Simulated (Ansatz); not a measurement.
# Y2CN2O2 (P-3m1): what size, symmetry and threads cost in G0W0, part 2 of 2

How does the cost of G0W0 grow with the cell? The test case is Y2CN2O2 (P-3m1).

Ansatz 0.2.0; G0W0 on LDA, plane waves, PAW. Known limits of the many-body steps: not at the basis limit; no spin-orbit coupling; coarse k mesh.

So far. Step 7 (8 threads, 6×6×2 mesh): Against the run with 6×6×2 mesh, 102 empty bands, screening to 60 eV, the gap moves by +0.000 eV.

**8. 14 atoms (2×1×1 cells), 3×6×2 mesh**

Contents of input.yaml:

```yaml
crystal:
  lattice:
    - [7.3979781932, 0.0, 0.0]
    - [-1.8494945483, 3.203418526, 0.0]
    - [0.0, 0.0, 8.16885521]
  atoms:
    - { symbol: "Y", position: [0.166666665, 0.66666667, 0.67751968] }
    - { symbol: "Y", position: [0.333333335, 0.33333333, 0.32248032] }
    - { symbol: C, position: [0.0, 0.0, 0.0] }
    - { symbol: "N", position: [0.0, 0.0, 0.15014994] }
    - { symbol: "N", position: [0.0, 0.0, 0.84985006] }
    - { symbol: O, position: [0.166666665, 0.66666667, 0.39665933] }
    - { symbol: O, position: [0.333333335, 0.33333333, 0.60334067] }
    - { symbol: "Y", position: [0.666666665, 0.66666667, 0.67751968] }
    - { symbol: "Y", position: [0.833333335, 0.33333333, 0.32248032] }
    - { symbol: C, position: [0.5, 0.0, 0.0] }
    - { symbol: "N", position: [0.5, 0.0, 0.15014994] }
    - { symbol: "N", position: [0.5, 0.0, 0.84985006] }
    - { symbol: O, position: [0.666666665, 0.66666667, 0.39665933] }
    - { symbol: O, position: [0.833333335, 0.33333333, 0.60334067] }
kpoints:
  mp_grid: { grid: [3, 6, 2] }
hamiltonian:
  xc: lda
scf:
  occupations: { method: fixed }
gw:
  n_empty_bands: 204
  ecut_chi: 60.0
  qp_bands: [v1, c1]
  qp_kpoints: band_edges
  screening: { model: contour_deformation }
```

On the command line:

```console
ansatz run input.yaml --threads 16 --pin off --max-ram 36864MiB --backend cpu --events-out ev --progress --plain --runs-dir out
```

Numbers of over 12 decimals in the logs are rounded to 6 here.

The program printed:

```text
[...]
Crystal: 14 atoms, lattice volume = 193.592 Å³
Basis set: ecut = 420 eV, 3827 PW (Γ)
Bands: 62, of which v1, the nominal top of the filled ones, is band 48 counted from 1 (47 counted from 0)
Symmetry: 8 space group operations
[...]
k-points: 16 of 36
[...]
3    49     11.4246    -6.1550    -3.8875   -11.2608  0.8334    12.6569    12.6429  root
[...]
14    48      6.8474   -22.7445     3.6631   -18.8279  0.7777     6.5932     6.5939  root
    14    49     11.0953    -8.8030    -4.0282   -14.3602  0.8209    12.6469    12.6243  root
    15    48      6.6775   -21.4728     3.2888   -17.9075  0.7809     6.4002     6.4010  root
    15    49     11.1576    -8.8759    -4.0171   -14.4400  0.8201    12.7279    12.7046  root
[key lines of the parts left out:]
SCF converged after 8 iterations
Free energy (F): -19206.231055 eV
Fermi energy:    7.014835 eV
```

Run time: 37 s. Hardware: 16 threads of Arm Neoverse V2, shared host; peak memory 3.2 GiB; 8.6 min of CPU time.

Numbers from this step:

- bands summed: 252
- RPA ε∞ on this mesh (eigenvalues): 3.589, 3.589, 4.897
- plane waves in the screening matrix: 199
- G0W0 gap on the mesh: 4.952 eV
- k of the valence top: 0, 0, 0
- k of the conduction bottom: 0, 0, 0
- starting gap on the mesh: 3.717 eV
- least direct G0W0 gap on the computed points: 4.952 eV

The gap on the mesh goes from 3.72 eV to 4.95 eV, a correction of +1.23 eV. Between the two edge states, bare exchange in place of the xc potential would open the gap by 8.13 eV, and correlation takes back 6.90 eV.

**9. 28 atoms (2×2×1 cells), 3×3×2 mesh**

Contents of input.yaml:

```yaml
crystal:
  lattice:
    - [7.3979781932, 0.0, 0.0]
    - [-3.6989890966, 6.406837052, 0.0]
    - [0.0, 0.0, 8.16885521]
  atoms:
    - { symbol: "Y", position: [0.166666665, 0.333333335, 0.67751968] }
    - { symbol: "Y", position: [0.333333335, 0.166666665, 0.32248032] }
    - { symbol: C, position: [0.0, 0.0, 0.0] }
    - { symbol: "N", position: [0.0, 0.0, 0.15014994] }
    - { symbol: "N", position: [0.0, 0.0, 0.84985006] }
    - { symbol: O, position: [0.166666665, 0.333333335, 0.39665933] }
    - { symbol: O, position: [0.333333335, 0.166666665, 0.60334067] }
    - { symbol: "Y", position: [0.166666665, 0.833333335, 0.67751968] }
    - { symbol: "Y", position: [0.333333335, 0.666666665, 0.32248032] }
    - { symbol: C, position: [0.0, 0.5, 0.0] }
    - { symbol: "N", position: [0.0, 0.5, 0.15014994] }
    - { symbol: "N", position: [0.0, 0.5, 0.84985006] }
    - { symbol: O, position: [0.166666665, 0.833333335, 0.39665933] }
    - { symbol: O, position: [0.333333335, 0.666666665, 0.60334067] }
    - { symbol: "Y", position: [0.666666665, 0.333333335, 0.67751968] }
    - { symbol: "Y", position: [0.833333335, 0.166666665, 0.32248032] }
    - { symbol: C, position: [0.5, 0.0, 0.0] }
    - { symbol: "N", position: [0.5, 0.0, 0.15014994] }
    - { symbol: "N", position: [0.5, 0.0, 0.84985006] }
    - { symbol: O, position: [0.666666665, 0.333333335, 0.39665933] }
    - { symbol: O, position: [0.833333335, 0.166666665, 0.60334067] }
    - { symbol: "Y", position: [0.666666665, 0.833333335, 0.67751968] }
    - { symbol: "Y", position: [0.833333335, 0.666666665, 0.32248032] }
    - { symbol: C, position: [0.5, 0.5, 0.0] }
    - { symbol: "N", position: [0.5, 0.5, 0.15014994] }
    - { symbol: "N", position: [0.5, 0.5, 0.84985006] }
    - { symbol: O, position: [0.666666665, 0.833333335, 0.39665933] }
    - { symbol: O, position: [0.833333335, 0.666666665, 0.60334067] }
kpoints:
  mp_grid: { grid: [3, 3, 2] }
hamiltonian:
  xc: lda
scf:
  occupations: { method: fixed }
gw:
  n_empty_bands: 408
  ecut_chi: 60.0
  qp_bands: [v1, c1]
  qp_kpoints: band_edges
  screening: { model: contour_deformation }
```

The program printed:

```text
[...]
Crystal: 28 atoms, lattice volume = 387.184 Å³
Basis set: ecut = 420 eV, 7659 PW (Γ)
Bands: 124, of which v1, the nominal top of the filled ones, is band 96 counted from 1 (95 counted from 0)
Symmetry: 48 space group operations
[...]
k-points: 6 of 18
[...]
3    96      6.8751   -21.2362     3.1356   -17.8479  0.7833     6.6218     6.6224  root
     3    97     11.4246    -6.1550    -3.8872   -11.2608  0.8335    12.6571    12.6432  root
     4    96      6.8474   -22.7445     3.6630   -18.8279  0.7777     6.5932     6.5938  root
     4    97     11.0953    -8.8030    -4.0280   -14.3602  0.8210    12.6469    12.6245  root
     5    96      6.6775   -21.4728     3.2887   -17.9075  0.7809     6.4001     6.4009  root
     5    97     11.1576    -8.8759    -4.0170   -14.4400  0.8201    12.7280    12.7047  root
[key lines of the parts left out:]
SCF converged after 8 iterations
Free energy (F): -38412.462110 eV
Fermi energy:    7.014845 eV
```

It took 50 s on 16 threads; peak memory 5.2 GiB.

Numbers from this step:

| Item | Value |
| --- | --- |
| bands summed | 504 |
| RPA ε∞ on this mesh (eigenvalues) | 3.589, 3.589, 4.897 |
| plane waves in the screening matrix | 395 |
| G0W0 gap on the mesh | 4.952 eV |
| k of the valence top | 0, 0, 0 |
| k of the conduction bottom | 0, 0, 0 |
| starting gap on the mesh | 3.717 eV |
| least direct G0W0 gap on the computed points | 4.952 eV |

The gap on the mesh goes from 3.72 eV to 4.95 eV, a correction of +1.24 eV. Between the two edge states, bare exchange in place of the xc potential would open the gap by 8.13 eV, and correlation takes back 6.90 eV.

**10. 56 atoms (2×2×2 cells), 3×3×1 mesh**

Contents of input.yaml:

```yaml
crystal:
  lattice:
    - [7.3979781932, 0.0, 0.0]
    - [-3.6989890966, 6.406837052, 0.0]
    - [0.0, 0.0, 16.33771042]
  atoms:
    - { symbol: "Y", position: [0.166666665, 0.333333335, 0.33875984] }
    - { symbol: "Y", position: [0.333333335, 0.166666665, 0.16124016] }
    - { symbol: C, position: [0.0, 0.0, 0.0] }
    - { symbol: "N", position: [0.0, 0.0, 0.07507497] }
    - { symbol: "N", position: [0.0, 0.0, 0.42492503] }
    - { symbol: O, position: [0.166666665, 0.333333335, 0.198329665] }
    - { symbol: O, position: [0.333333335, 0.166666665, 0.301670335] }
    - { symbol: "Y", position: [0.166666665, 0.333333335, 0.83875984] }
    - { symbol: "Y", position: [0.333333335, 0.166666665, 0.66124016] }
    - { symbol: C, position: [0.0, 0.0, 0.5] }
    - { symbol: "N", position: [0.0, 0.0, 0.57507497] }
    - { symbol: "N", position: [0.0, 0.0, 0.92492503] }
    - { symbol: O, position: [0.166666665, 0.333333335, 0.698329665] }
    - { symbol: O, position: [0.333333335, 0.166666665, 0.801670335] }
    - { symbol: "Y", position: [0.166666665, 0.833333335, 0.33875984] }
    - { symbol: "Y", position: [0.333333335, 0.666666665, 0.16124016] }
    - { symbol: C, position: [0.0, 0.5, 0.0] }
    - { symbol: "N", position: [0.0, 0.5, 0.07507497] }
    - { symbol: "N", position: [0.0, 0.5, 0.42492503] }
    - { symbol: O, position: [0.166666665, 0.833333335, 0.198329665] }
    - { symbol: O, position: [0.333333335, 0.666666665, 0.301670335] }
    - { symbol: "Y", position: [0.166666665, 0.833333335, 0.83875984] }
    - { symbol: "Y", position: [0.333333335, 0.666666665, 0.66124016] }
    - { symbol: C, position: [0.0, 0.5, 0.5] }
    - { symbol: "N", position: [0.0, 0.5, 0.57507497] }
    - { symbol: "N", position: [0.0, 0.5, 0.92492503] }
    - { symbol: O, position: [0.166666665, 0.833333335, 0.698329665] }
    - { symbol: O, position: [0.333333335, 0.666666665, 0.801670335] }
    - { symbol: "Y", position: [0.666666665, 0.333333335, 0.33875984] }
    - { symbol: "Y", position: [0.833333335, 0.166666665, 0.16124016] }
    - { symbol: C, position: [0.5, 0.0, 0.0] }
    - { symbol: "N", position: [0.5, 0.0, 0.07507497] }
    - { symbol: "N", position: [0.5, 0.0, 0.42492503] }
    - { symbol: O, position: [0.666666665, 0.333333335, 0.198329665] }
    - { symbol: O, position: [0.833333335, 0.166666665, 0.301670335] }
    - { symbol: "Y", position: [0.666666665, 0.333333335, 0.83875984] }
    - { symbol: "Y", position: [0.833333335, 0.166666665, 0.66124016] }
    - { symbol: C, position: [0.5, 0.0, 0.5] }
    - { symbol: "N", position: [0.5, 0.0, 0.57507497] }
    - { symbol: "N", position: [0.5, 0.0, 0.92492503] }
    - { symbol: O, position: [0.666666665, 0.333333335, 0.698329665] }
    - { symbol: O, position: [0.833333335, 0.166666665, 0.801670335] }
    - { symbol: "Y", position: [0.666666665, 0.833333335, 0.33875984] }
    - { symbol: "Y", position: [0.833333335, 0.666666665, 0.16124016] }
    - { symbol: C, position: [0.5, 0.5, 0.0] }
    - { symbol: "N", position: [0.5, 0.5, 0.07507497] }
    - { symbol: "N", position: [0.5, 0.5, 0.42492503] }
    - { symbol: O, position: [0.666666665, 0.833333335, 0.198329665] }
    - { symbol: O, position: [0.833333335, 0.666666665, 0.301670335] }
    - { symbol: "Y", position: [0.666666665, 0.833333335, 0.83875984] }
    - { symbol: "Y", position: [0.833333335, 0.666666665, 0.66124016] }
    - { symbol: C, position: [0.5, 0.5, 0.5] }
    - { symbol: "N", position: [0.5, 0.5, 0.57507497] }
    - { symbol: "N", position: [0.5, 0.5, 0.92492503] }
    - { symbol: O, position: [0.666666665, 0.833333335, 0.698329665] }
    - { symbol: O, position: [0.833333335, 0.666666665, 0.801670335] }
kpoints:
  mp_grid: { grid: [3, 3, 1] }
hamiltonian:
  xc: lda
scf:
  occupations: { method: fixed }
gw:
  n_empty_bands: 816
  ecut_chi: 60.0
  qp_bands: [v1, c1]
  qp_kpoints: band_edges
  screening: { model: contour_deformation }
```

The program printed:

```text
[...]
Crystal: 56 atoms, lattice volume = 774.369 Å³
Basis set: ecut = 420 eV, 15175 PW (Γ)
Bands: 248, of which v1, the nominal top of the filled ones, is band 192 counted from 1 (191 counted from 0)
Symmetry: 96 space group operations
[...]
k-points: 3 of 9
[...]
0   192      7.0148   -21.3809     3.1304   -18.0119  0.7835     6.7757     6.7763  root
     0   193     10.7319    -5.1834    -3.7689    -9.9491  0.8434    11.7372    11.7287  root
     1   192      6.9833   -22.5104     3.5260   -18.7563  0.7793     6.7546     6.7551  root
     1   193     11.2290    -5.9591    -3.8936   -11.0337  0.8356    12.4228    12.4100  root
     2   192      6.8474   -22.7445     3.6630   -18.8279  0.7777     6.5931     6.5938  root
     2   193     11.0953    -8.8030    -4.0282   -14.3602  0.8210    12.6468    12.6243  root
[key lines of the parts left out:]
SCF converged after 8 iterations
Free energy (F): -76824.924220 eV
Fermi energy:    7.014844 eV
```

Wall time 2.5 min (16 threads); peak memory 11 GiB; 35 min of CPU time.

Numbers from this step:

```
bands summed                                 : 1008
RPA ε∞ on this mesh (eigenvalues)            : 3.589, 3.589, 4.897
plane waves in the screening matrix          : 801
G0W0 gap on the mesh                         : 4.952 eV
k of the valence top                         : 0, 0, 0
k of the conduction bottom                   : 0, 0, 0
starting gap on the mesh                     : 3.717 eV
least direct G0W0 gap on the computed points : 4.952 eV
```

The gap on the mesh goes from 3.72 eV to 4.95 eV, a correction of +1.24 eV. Between the two edge states, bare exchange in place of the xc potential would open the gap by 8.13 eV, and correlation takes back 6.90 eV.

**11. The runs together**

A supercell on the folded mesh samples the same points as the primitive cell, so the gap should stay. Times are wall times on shared hardware, named with each run.

| run | mesh | irreducible k | bands | screening plane waves | threads | gap (eV) | time | CPU time | host memory (GiB) |
| --- | --- | --- | --- | --- | --- | --- | --- | --- | --- |
| 7 atoms (1×1×1 cells) | 6×6×2 | 14 | 126 | 101 | 16 | 4.952 | 8.1 s | 92 s | 0.90 |
| no symmetry | 6×6×2 | 40 | 126 | 101 | 16 | 4.952 | 46 s | 8.9 min | 1.7 |
| 1 thread | 6×6×2 | 14 | 126 | 101 | 1 | 4.952 | 62 s | 62 s | 0.39 |
| 2 threads | 6×6×2 | 14 | 126 | 101 | 2 | 4.952 | 33 s | 64 s | 0.40 |
| 4 threads | 6×6×2 | 14 | 126 | 101 | 4 | 4.952 | 18 s | 66 s | 0.48 |
| 8 threads | 6×6×2 | 14 | 126 | 101 | 8 | 4.952 | 11 s | 74 s | 0.66 |
| 14 atoms (2×1×1 cells) | 3×6×2 | 16 | 252 | 199 | 16 | 4.952 | 37 s | 8.6 min | 3.2 |
| 28 atoms (2×2×1 cells) | 3×3×2 | 6 | 504 | 395 | 16 | 4.952 | 50 s | 12 min | 5.2 |
| 56 atoms (2×2×2 cells) | 3×3×1 | 3 | 1008 | 801 | 16 | 4.952 | 2.5 min | 35 min | 11 |

**12. Summary of results**

```json
{
  "7 atoms (1×1×1 cells)": "8.1 s, gap 4.95 eV",
  "no symmetry": "46 s, gap 4.95 eV",
  "1 thread": "62 s, gap 4.95 eV",
  "2 threads": "33 s, gap 4.95 eV",
  "4 threads": "18 s, gap 4.95 eV",
  "8 threads": "11 s, gap 4.95 eV",
  "14 atoms (2×1×1 cells)": "37 s, gap 4.95 eV",
  "28 atoms (2×2×1 cells)": "50 s, gap 4.95 eV",
  "56 atoms (2×2×2 cells)": "2.5 min, gap 4.95 eV"
}
```

From 7 to 56 atoms the gap stays within 0.001 eV, while the time grows 19-fold. Over the last step it grows as about the power 1.6 of the size; fewer k points offset part of the fourth-power cost of the screening. Without symmetry the mesh holds 40 points in place of 14, the run takes 5.7 times as long and the gap changes by +0.000 eV. Going from 1 to 16 threads speeds the run 7.7-fold, an efficiency of about 48 %. The host was shared, so single times are good to a factor of about two.

[Paths, hosts, dates, memory and timing lines, banners, echoed tables and standing remarks are left out of the program output.]

[Logs are printed without paths, hosts, clocks, repeated set-up lines and the standing remarks that a program may print on its own settings, such as how far it seeks lower states.]

[Runs of the session that timed out or met a known fault of the program may be left out.]

[Cells called generated may have been cut or substituted from an entry of the Crystallography Open Database or the Materials Project.]

[Hosts, paths, dates, database ids (printed as entryN), source tags and the programs' standing remarks are cut or masked in the printed files.]
